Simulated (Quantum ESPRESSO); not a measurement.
**Magnetic state of FeSi from several starts**

A self-consistent run ends on one state, which hangs on the start. Several orders of FeSi are started in Quantum ESPRESSO and their energies compared.

Method: PBEsol; plane waves with GBRV 1.5 PBEsol potentials, no spin-orbit coupling, in Quantum ESPRESSO 7.5.

## Step 1: The starting structure

Symmetry: P2_13, No. 198, cubic system. The conventional cell has a = 4.486 Å, b = 4.486 Å, c = 4.486 Å, α = 90.00°, β = 90.00°, γ = 90.00°. Nearest to Fe lie 7 Si at 2.30 to 2.52 Å. Nearest to Si lie 7 Fe at 2.30 to 2.52 Å. Farther neighbours are not listed.

Coordinates:

```cif
data_structure
_symmetry_space_group_name_H-M 'P2_13'
_symmetry_Int_Tables_number 198
_cell_length_a 4.4860
_cell_length_b 4.4860
_cell_length_c 4.4860
_cell_angle_alpha 90.000
_cell_angle_beta 90.000
_cell_angle_gamma 90.000
_cell_volume 90.28
loop_
_atom_site_label
_atom_site_type_symbol
_atom_site_symmetry_multiplicity
_atom_site_Wyckoff_symbol
_atom_site_fract_x
_atom_site_fract_y
_atom_site_fract_z
_atom_site_occupancy
Fe1 Fe 4 a 0.86309 0.63691 0.36309 1
Si1 Si 4 a 0.15870 0.34130 0.65870 1
```

The cell comes from Materials Project 2023-11-01, a database of computed structures, and need not be the stable phase.

## Step 2: Start 1: ferro ++++

The signs are those of the starting moments on the seeded atoms, the atoms that are given a moment.

Input file pw.in:

```
&CONTROL
  calculation = 'scf'
  prefix = 'pwscf'
  outdir = './tmp'
  pseudo_dir = './pseudo'
  disk_io = 'nowf'
/
&SYSTEM
  ibrav = 0
  celldm(1) = 8
  nat = 8
  ntyp = 2
  ecutwfc = 40
  ecutrho = 280
  nbnd = 58
  occupations = 'smearing'
  smearing = 'fd'
  degauss = 0.00734986
  nspin = 2
  starting_magnetization(1) = 0.175
  starting_magnetization(2) = 0
/
&ELECTRONS
  conv_thr = 1.6d-08
  electron_maxstep = 150
  mixing_beta = 0.3
/
ATOMIC_SPECIES
Fe     55.8450 fe_pbesol_v1.5.uspp.F.UPF
Si     28.0850 si_pbesol_v1.uspp.F.UPF
CELL_PARAMETERS alat
   1.0596639243839    0.0000000000000    0.0000000000000
   0.0000000000000    1.0596639243839    0.0000000000000
   0.0000000000000    0.0000000000000    1.0596639243839
ATOMIC_POSITIONS crystal
Fe      0.8630876900    0.6369123100    0.3630876900
Fe      0.6369123100    0.3630876900    0.8630876900
Fe      0.3630876900    0.8630876900    0.6369123100
Fe      0.1369123100    0.1369123100    0.1369123100
Si      0.1586982700    0.3413017300    0.6586982700
Si      0.3413017300    0.6586982700    0.1586982700
Si      0.6586982700    0.1586982700    0.3413017300
Si      0.8413017300    0.8413017300    0.8413017300
K_POINTS automatic
8 8 8 0 0 0
```

Command:

```bash
$ OMP_NUM_THREADS=1 mpirun -n 4 pw.x -nk 4 -in pw.in > pw.out
```

The log of the run:

```text
Program PWSCF v.7.5 starts

     Message from routine setup:
     using ibrav=0 with symmetry is DISCOURAGED, use correct ibrav instead

     K-points division:     npool     =       4
     Subspace diagonalization in iterative solution of the eigenvalue problem:

     G-vector sticks info
     --------------------
     sticks:   dense  smooth     PW     G-vecs:    dense   smooth      PW
     Sum        1605     917    277                48297    20815    3431

     Using Slab Decomposition

     bravais-lattice index     =            0
     lattice parameter (alat)  =       8.0000  a.u.
     unit-cell volume          =     609.2204 (a.u.)^3
     number of atoms/cell      =            8
     number of atomic types    =            2
     number of electrons       =        80.00
     number of Kohn-Sham states=           58
     kinetic-energy cutoff     =      40.0000  Ry
     charge density cutoff     =     280.0000  Ry
     scf convergence threshold =      1.6E-08
     mixing beta               =       0.3000
     number of iterations used =            8  plain     mixing
     Exchange-correlation= SLA  PW   PSX  PSC
                           (   1   4  10   8   0   0   0)

     celldm(1)=   8.000000  celldm(2)=   0.000000  celldm(3)=   0.000000
     celldm(4)=   0.000000  celldm(5)=   0.000000  celldm(6)=   0.000000

     crystal axes: (cart. coord. in units of alat)
               a(1) = (   1.059664   0.000000   0.000000 )
               a(2) = (   0.000000   1.059664   0.000000 )
               a(3) = (   0.000000   0.000000   1.059664 )

     reciprocal axes: (cart. coord. in units 2 pi/alat)
               b(1) = (  0.943695  0.000000  0.000000 )
               b(2) = (  0.000000  0.943695  0.000000 )
               b(3) = (  0.000000  0.000000  0.943695 )

     PseudoPot. # 1 for Fe read from file:
     fe_pbesol_v1.5.uspp.F.UPF
     Pseudo is Ultrasoft + core correction, Zval = 16.0
     Generated by new atomic code, or converted to UPF format
     Using radial grid of  861 points,  6 beta functions with:
                l(1) =   0
                l(2) =   0
                l(3) =   1
                l(4) =   1
                l(5) =   2
                l(6) =   2
     Q(r) pseudized with  8 coefficients,  rinner =    1.000   1.000   1.000
                                                       1.000   1.000

     PseudoPot. # 2 for Si read from file:
     si_pbesol_v1.uspp.F.UPF
     Pseudo is Ultrasoft + core correction, Zval =  4.0
     Generated by new atomic code, or converted to UPF format
     Using radial grid of  899 points,  6 beta functions with:
                l(1) =   0
                l(2) =   0
                l(3) =   1
                l(4) =   1
                l(5) =   2
                l(6) =   2
     Q(r) pseudized with  8 coefficients,  rinner =    0.900   0.900   0.900
                                                       0.900   0.900

     atomic species   valence    mass     pseudopotential
     Fe               16.00    55.84500     Fe( 1.00)
     Si                4.00    28.08500     Si( 1.00)

     Starting magnetic structure
     atomic species   magnetization
     Fe              0.175
     Si              0.000

     12 Sym. Ops. (no inversion) found ( 9 have fractional translation)

   Cartesian axes

     site n.     atom                  positions (alat units)
         1        Fe     tau(   1) = (   0.9145829   0.6749130   0.3847509  )
         2        Fe     tau(   2) = (   0.6749130   0.3847509   0.9145829  )
         3        Fe     tau(   3) = (   0.3847509   0.9145829   0.6749130  )
         4        Fe     tau(   4) = (   0.1450810   0.1450810   0.1450810  )
         5        Si     tau(   5) = (   0.1681668   0.3616651   0.6979988  )
         6        Si     tau(   6) = (   0.3616651   0.6979988   0.1681668  )
         7        Si     tau(   7) = (   0.6979988   0.1681668   0.3616651  )
         8        Si     tau(   8) = (   0.8914971   0.8914971   0.8914971  )

     number of k points=    45  Fermi-Dirac smearing, width (Ry)=  0.0073
                       cart. coord. in units 2pi/alat
        k(    1) = (   0.0000000   0.0000000   0.0000000), wk =   0.0019531
        k(    2) = (   0.0000000   0.0000000   0.1179619), wk =   0.0117188
        k(    3) = (   0.0000000   0.0000000   0.2359239), wk =   0.0117188
        k(    4) = (   0.0000000   0.0000000   0.3538858), wk =   0.0117188
        k(    5) = (   0.0000000   0.0000000  -0.4718477), wk =   0.0058594
        [... 40 further k-points ...]

     Dense  grid:    48297 G-vectors     FFT dimensions: (  48,  48,  48)

     Smooth grid:    20815 G-vectors     FFT dimensions: (  36,  36,  36)

     Check: negative core charge=   -0.000033
     Generating pointlists ...
     new r_m :   0.2238 (alat units)  1.7905 (a.u.) for type    1
     new r_m :   0.2238 (alat units)  1.7905 (a.u.) for type    2

     Initial potential from superposition of free atoms

     starting charge      75.9974, renormalised to      80.0000
     Starting wfcs are   68 randomized atomic wfcs

     Self-consistent Calculation

     iteration #  1     ecut=    40.00 Ry     beta= 0.30
     Davidson diagonalization with overlap
     ethr =  1.00E-02,  avg # of iterations =  4.6

     total energy              =   -1036.47083030 Ry
     estimated scf accuracy    <       9.50145673 Ry

     total magnetization       =     5.29 Bohr mag/cell
     absolute magnetization    =     6.80 Bohr mag/cell

     iteration #  2     ecut=    40.00 Ry     beta= 0.30
     Davidson diagonalization with overlap
     ethr =  1.00E-02,  avg # of iterations =  2.2

     total energy              =   -1038.31085854 Ry
     estimated scf accuracy    <       8.72018228 Ry

     total magnetization       =     3.49 Bohr mag/cell
     absolute magnetization    =     4.76 Bohr mag/cell

     iteration #  3     ecut=    40.00 Ry     beta= 0.30
     Davidson diagonalization with overlap
     ethr =  1.00E-02,  avg # of iterations =  1.0

     total energy              =   -1039.32086981 Ry
     estimated scf accuracy    <       0.18155404 Ry

     total magnetization       =     4.83 Bohr mag/cell
     absolute magnetization    =     6.41 Bohr mag/cell

     [... further iterations left out ...]

     iteration # 33     ecut=    40.00 Ry     beta= 0.30
     Davidson diagonalization with overlap
     ethr =  3.56E-09,  avg # of iterations =  1.6

     total energy              =   -1039.38886243 Ry
     estimated scf accuracy    <       0.00000016 Ry

     total magnetization       =    -0.01 Bohr mag/cell
     absolute magnetization    =     0.01 Bohr mag/cell

     iteration # 34     ecut=    40.00 Ry     beta= 0.30
     Davidson diagonalization with overlap
     ethr =  2.02E-10,  avg # of iterations =  4.0

     total energy              =   -1039.38886868 Ry
     estimated scf accuracy    <       0.00000054 Ry

     total magnetization       =     0.02 Bohr mag/cell
     absolute magnetization    =     0.03 Bohr mag/cell

     iteration # 35     ecut=    40.00 Ry     beta= 0.30
     Davidson diagonalization with overlap
     ethr =  2.02E-10,  avg # of iterations =  3.2

     total energy              =   -1039.38886927 Ry
     estimated scf accuracy    <       0.00000003 Ry

     total magnetization       =     0.01 Bohr mag/cell
     absolute magnetization    =     0.01 Bohr mag/cell

     iteration # 36     ecut=    40.00 Ry     beta= 0.30
     Davidson diagonalization with overlap
     ethr =  4.15E-11,  avg # of iterations =  4.0

     Magnetic moment per site  (integrated on atomic sphere of radius R)
     atom   1 (R=0.224)  charge= 14.1646  magn= -0.0005
     atom   2 (R=0.224)  charge= 14.1646  magn= -0.0005
     atom   3 (R=0.224)  charge= 14.1646  magn= -0.0005
     atom   4 (R=0.224)  charge= 14.1646  magn= -0.0005
     atom   5 (R=0.224)  charge=  1.7356  magn=  0.0000
     atom   6 (R=0.224)  charge=  1.7356  magn=  0.0000
     atom   7 (R=0.224)  charge=  1.7356  magn=  0.0000
     atom   8 (R=0.224)  charge=  1.7356  magn=  0.0000

     End of self-consistent calculation

     [... lines left out ...]
     the Fermi energy is    15.9479 ev

!    total energy              =   -1039.38887026 Ry
     estimated scf accuracy    <          2.2E-09 Ry
     smearing contrib. (-TS)   =      -0.01663982 Ry
     internal energy E=F+TS    =   -1039.37223043 Ry

     The total energy is F=E-TS. E is the sum of the following terms:
     one-electron contribution =    -608.22018698 Ry
     hartree contribution      =     349.84232807 Ry
     xc contribution           =    -133.44224447 Ry
     ewald contribution        =    -647.55212706 Ry

     total magnetization       =    -0.00 Bohr mag/cell
     absolute magnetization    =     0.00 Bohr mag/cell

     convergence has been achieved in  36 iterations

=------------------------------------------------------------------------------=
   JOB DONE.
=------------------------------------------------------------------------------=
```

It took 6.6 min on 4 MPI ranks of Arm Neoverse V2, shared host; peak memory 0.69 GiB.

Spin moment in the atom's sphere by atom:

```
atom  spin moment in the atom's sphere (μB)
 Fe1                                -0.0005
 Fe2                                -0.0005
 Fe3                                -0.0005
 Fe4                                -0.0005
 Si5                                 0.0000
 Si6                                 0.0000
 Si7                                 0.0000
 Si8                                 0.0000
```

This step gave:

| Quantity | Value |
| --- | --- |
| smearing term TS | 0.2264 eV |
| magnetization | 0 μB |
| absolute magnetization | 0 μB |
| final state | non-magnetic |

## Step 3: Run 2 (antiferro ++−−)

Edit pw.in of step 2 so:

```diff
@@ -11,6 +11,6 @@
   nat = 8
-  ntyp = 2
+  ntyp = 3
   ecutwfc = 40
   ecutrho = 280
-  nbnd = 58
+  nbnd = 52
   occupations = 'smearing'
@@ -20,3 +20,4 @@
   starting_magnetization(1) = 0.175
-  starting_magnetization(2) = 0
+  starting_magnetization(2) = -0.175
+  starting_magnetization(3) = 0
 /
@@ -28,3 +29,4 @@
 ATOMIC_SPECIES
-Fe     55.8450 fe_pbesol_v1.5.uspp.F.UPF
+Fe1    55.8450 fe_pbesol_v1.5.uspp.F.UPF
+Fe2    55.8450 fe_pbesol_v1.5.uspp.F.UPF
 Si     28.0850 si_pbesol_v1.uspp.F.UPF
@@ -35,6 +37,6 @@
 ATOMIC_POSITIONS crystal
-Fe      0.8630876900    0.6369123100    0.3630876900
-Fe      0.6369123100    0.3630876900    0.8630876900
-Fe      0.3630876900    0.8630876900    0.6369123100
-Fe      0.1369123100    0.1369123100    0.1369123100
+Fe1     0.8630876900    0.6369123100    0.3630876900
+Fe1     0.6369123100    0.3630876900    0.8630876900
+Fe2     0.3630876900    0.8630876900    0.6369123100
+Fe2     0.1369123100    0.1369123100    0.1369123100
 Si      0.1586982700    0.3413017300    0.6586982700
```

The log of the run:

```text
[banner, memory and clock lines left out]
Program PWSCF v.7.5 starts

     Message from routine setup:
     using ibrav=0 with symmetry is DISCOURAGED, use correct ibrav instead

     bravais-lattice index     =            0
     lattice parameter (alat)  =       8.0000  a.u.
     unit-cell volume          =     609.2204 (a.u.)^3
     number of atoms/cell      =            8
     number of atomic types    =            3
     number of electrons       =        80.00
     number of Kohn-Sham states=           52
     kinetic-energy cutoff     =      40.0000  Ry
     charge density cutoff     =     280.0000  Ry
     scf convergence threshold =      1.6E-08
     mixing beta               =       0.3000
     number of iterations used =            8  plain     mixing
     Exchange-correlation= SLA  PW   PSX  PSC
                           (   1   4  10   8   0   0   0)

     celldm(1)=   8.000000  celldm(2)=   0.000000  celldm(3)=   0.000000
     celldm(4)=   0.000000  celldm(5)=   0.000000  celldm(6)=   0.000000

     crystal axes: (cart. coord. in units of alat)
               a(1) = (   1.059664   0.000000   0.000000 )
               a(2) = (   0.000000   1.059664   0.000000 )
               a(3) = (   0.000000   0.000000   1.059664 )

     reciprocal axes: (cart. coord. in units 2 pi/alat)
               b(1) = (  0.943695  0.000000  0.000000 )
               b(2) = (  0.000000  0.943695  0.000000 )
               b(3) = (  0.000000  0.000000  0.943695 )

     PseudoPot. # 1 for Fe read from file:
     fe_pbesol_v1.5.uspp.F.UPF
     Pseudo is Ultrasoft + core correction, Zval = 16.0

     PseudoPot. # 2 for Fe read from file:
     fe_pbesol_v1.5.uspp.F.UPF
     Pseudo is Ultrasoft + core correction, Zval = 16.0

     PseudoPot. # 3 for Si read from file:
     si_pbesol_v1.uspp.F.UPF
     Pseudo is Ultrasoft + core correction, Zval =  4.0

     atomic species   valence    mass     pseudopotential
     Fe1              16.00    55.84500     Fe( 1.00)
     Fe2              16.00    55.84500     Fe( 1.00)
     Si                4.00    28.08500     Si( 1.00)

     Starting magnetic structure
     atomic species   magnetization
     Fe1             0.175
     Fe2            -0.175
     Si              0.000

      2 Sym. Ops. (no inversion) found ( 1 have fractional translation)

   Cartesian axes

     site n.     atom                  positions (alat units)
         1        Fe1    tau(   1) = (   0.9145829   0.6749130   0.3847509  )
         2        Fe1    tau(   2) = (   0.6749130   0.3847509   0.9145829  )
         3        Fe2    tau(   3) = (   0.3847509   0.9145829   0.6749130  )
         4        Fe2    tau(   4) = (   0.1450810   0.1450810   0.1450810  )
         5        Si     tau(   5) = (   0.1681668   0.3616651   0.6979988  )
         6        Si     tau(   6) = (   0.3616651   0.6979988   0.1681668  )
         7        Si     tau(   7) = (   0.6979988   0.1681668   0.3616651  )
         8        Si     tau(   8) = (   0.8914971   0.8914971   0.8914971  )

     number of k points=   170  Fermi-Dirac smearing, width (Ry)=  0.0073

     Number of k-points >= 100: set verbosity='high' to print them.

     Dense  grid:    48297 G-vectors     FFT dimensions: (  48,  45,  48)

     Smooth grid:    20815 G-vectors     FFT dimensions: (  36,  36,  36)

     Check: negative core charge=   -0.000033
     Generating pointlists ...
     new r_m :   0.2238 (alat units)  1.7905 (a.u.) for type    1
     new r_m :   0.2238 (alat units)  1.7905 (a.u.) for type    2
     new r_m :   0.2238 (alat units)  1.7905 (a.u.) for type    3

     Initial potential from superposition of free atoms

     starting charge      75.9974, renormalised to      80.0000
     Starting wfcs are   68 randomized atomic wfcs

     Self-consistent Calculation

     iteration #  1     ecut=    40.00 Ry     beta= 0.30
     Davidson diagonalization with overlap
     ethr =  1.00E-02,  avg # of iterations =  3.8

     total energy              =   -1036.41899055 Ry
     estimated scf accuracy    <       9.61600158 Ry

     total magnetization       =    -0.00 Bohr mag/cell
     absolute magnetization    =     6.66 Bohr mag/cell

     iteration #  2     ecut=    40.00 Ry     beta= 0.30
     Davidson diagonalization with overlap
     ethr =  1.00E-02,  avg # of iterations =  3.0

     total energy              =   -1038.21842715 Ry
     estimated scf accuracy    <       9.29354272 Ry

     total magnetization       =    -0.00 Bohr mag/cell
     absolute magnetization    =     4.30 Bohr mag/cell

     [... further iterations left out ...]

     iteration # 19     ecut=    40.00 Ry     beta= 0.30
     Davidson diagonalization with overlap
     ethr =  1.89E-10,  avg # of iterations =  2.2

     total energy              =   -1039.38886966 Ry
     estimated scf accuracy    <       0.00000006 Ry

     total magnetization       =    -0.00 Bohr mag/cell
     absolute magnetization    =     0.00 Bohr mag/cell

     iteration # 20     ecut=    40.00 Ry     beta= 0.30
     Davidson diagonalization with overlap
     ethr =  7.59E-11,  avg # of iterations =  2.4

     Magnetic moment per site  (integrated on atomic sphere of radius R)
     atom   1 (R=0.224)  charge= 14.1643  magn= -0.0011
     atom   2 (R=0.224)  charge= 14.1643  magn= -0.0011
     atom   3 (R=0.224)  charge= 14.1646  magn= -0.0002
     atom   4 (R=0.224)  charge= 14.1646  magn= -0.0002
     atom   5 (R=0.224)  charge=  1.7358  magn=  0.0000
     atom   6 (R=0.224)  charge=  1.7358  magn=  0.0000
     atom   7 (R=0.224)  charge=  1.7357  magn=  0.0000
     atom   8 (R=0.224)  charge=  1.7357  magn=  0.0000

     End of self-consistent calculation

     Number of k-points >= 100: set verbosity='high' to print the bands.

     the Fermi energy is    15.9479 ev

!    total energy              =   -1039.38886979 Ry
     estimated scf accuracy    <          7.1E-09 Ry
     smearing contrib. (-TS)   =      -0.01664003 Ry
     internal energy E=F+TS    =   -1039.37222975 Ry

     The total energy is F=E-TS. E is the sum of the following terms:
     one-electron contribution =    -608.21999578 Ry
     hartree contribution      =     349.84213685 Ry
     xc contribution           =    -133.44224377 Ry
     ewald contribution        =    -647.55212706 Ry

     total magnetization       =    -0.00 Bohr mag/cell
     absolute magnetization    =     0.00 Bohr mag/cell

     convergence has been achieved in  20 iterations
```

Run time: 7.5 min. Hardware: 4 MPI ranks; peak memory 1.2 GiB.

Spin moment in the atom's sphere by atom:

```csv
atom,spin moment in the atom's sphere (μB)
Fe1,-0.0011
Fe2,-0.0011
Fe3,-0.0002
Fe4,-0.0002
Si5,0.0000
Si6,0.0000
Si7,0.0000
Si8,0.0000
```

This step gave:

```
smearing term TS       : 0.2264 eV
magnetization          : 0 μB
absolute magnetization : 0 μB
final state            : non-magnetic
```

## Step 4: Energies of the orders

An order is kept where moments of 0.15 μB or more survive with the typed signs; meshes match where a doubled cell samples the same k points as the first cell.

Orders:

```csv
start,final state,typed order kept,energy over the lowest (meV a seeded atom),largest site moment (μB),net moment (μB a cell of the first run),mesh matched,CPU time (s)
ferro ++++,non-magnetic,no,0,0,0.001731,yes,1092
antiferro ++--,non-magnetic,no,0.001597,0.001061,0.002227,yes,1804
```

## Step 5: Results

* lowest state found: non-magnetic (from ferro ++++ and antiferro ++--)
* largest site moment: 0 μB

In words: The lowest state carries no moment, and no start kept one. Only these 2 starts were compared; other wavevectors, canted and longer-period orders were not. Energies are free energies at an electronic temperature of 1160 K, which lowers moments and differences where the moments are itinerant.

[Logs and program files are shortened in this print: banners, set-up blocks, solver, clock and traceback lines can be left out without a mark of their own.]

[Logs are printed without paths, hosts, clocks, repeated set-up lines and the standing remarks that a program may print on its own settings, such as how far it seeks lower states.]

[Hosts, paths, dates, database ids (printed as entryN), source tags and the programs' standing remarks are cut or masked in the printed files.]

[Where a cell is said to come from a database of computed structures, the database is the Materials Project.]
